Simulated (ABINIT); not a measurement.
Computed results, one entry a study.

```
NaI (Fm-3m): G0W0 with ABINIT, start to end
1.0
     0.00000    3.23640    3.23640
     3.23640    0.00000    3.23640
     3.23640    3.23640    0.00000
Na I
1 1
Direct
  0.00000 0.00000 0.00000
  0.50000 0.50000 0.50000
# method: RPA screening on PBE with spin-orbit coupling, plane waves, norm-conserving pseudopotentials (and 2 further levels or steps)
# program: ABINIT 10.8.3
# settings: cutoff 38 Ha, PseudoDojo fully relativistic 0.4 standard, norm-conserving, ngkpt (4, 4, 4), nband 108, ecuteps 3.6 Ha, shiftk (0, 0, 0), symchi 1, awtr 1, frequency ppm, 4×4×4 k-mesh
# cost: 5 runs, 5.3 min in all on 4 MPI ranks of Arm Neoverse V1, shared host
# notes: The program’s warnings: Neglecting <n,k|[Vnl,iqr]|m,k>. The cell and positions come from the Crystallography Open Database and are kept as given unless a step says otherwise. Limits: screening head approximate.
# PBE gap: 3.30 eV, direct
# G0W0 gap on the mesh: 5.10 eV
# GW settings: 4×4×4 mesh, 108 bands, screening to 98 eV, Godby-Needs plasmon pole
# known limits: short of the basis limit; screening head approximate
```

[Long decimals in the printed logs are rounded to 6 places.]

[Logs are printed without paths, hosts, clocks, repeated set-up lines and the standing remarks that a program may print on its own settings, such as how far it seeks lower states.]

[Paths, hosts, dates, memory and timing lines, banners, echoed tables and standing remarks are left out of the program output; an Ansatz launch command may be rebuilt from the run's recorded settings. Measured values are a selection of at most five: reports struck by readers or far from the other reports are left out. None is set beside runs whose start may be inverted or whose files or cutoffs have a known fault.]

[Runs of the session that timed out or met a known fault of the program may be left out.]

[Hosts, paths, dates, database ids (printed as entryN), source tags and the programs' standing remarks are cut or masked in the printed files.]

[G0W0 gaps are taken among the corrected bands and points alone; a level outside them can change the order at an edge.]

[Where Ansatz stands beside ABINIT at settings called matched, ABINIT's density can come from a denser mesh and the files from another edition; pairs whose starting gaps differed by over 0.03 eV were left out, so agreement reads better than it is.]
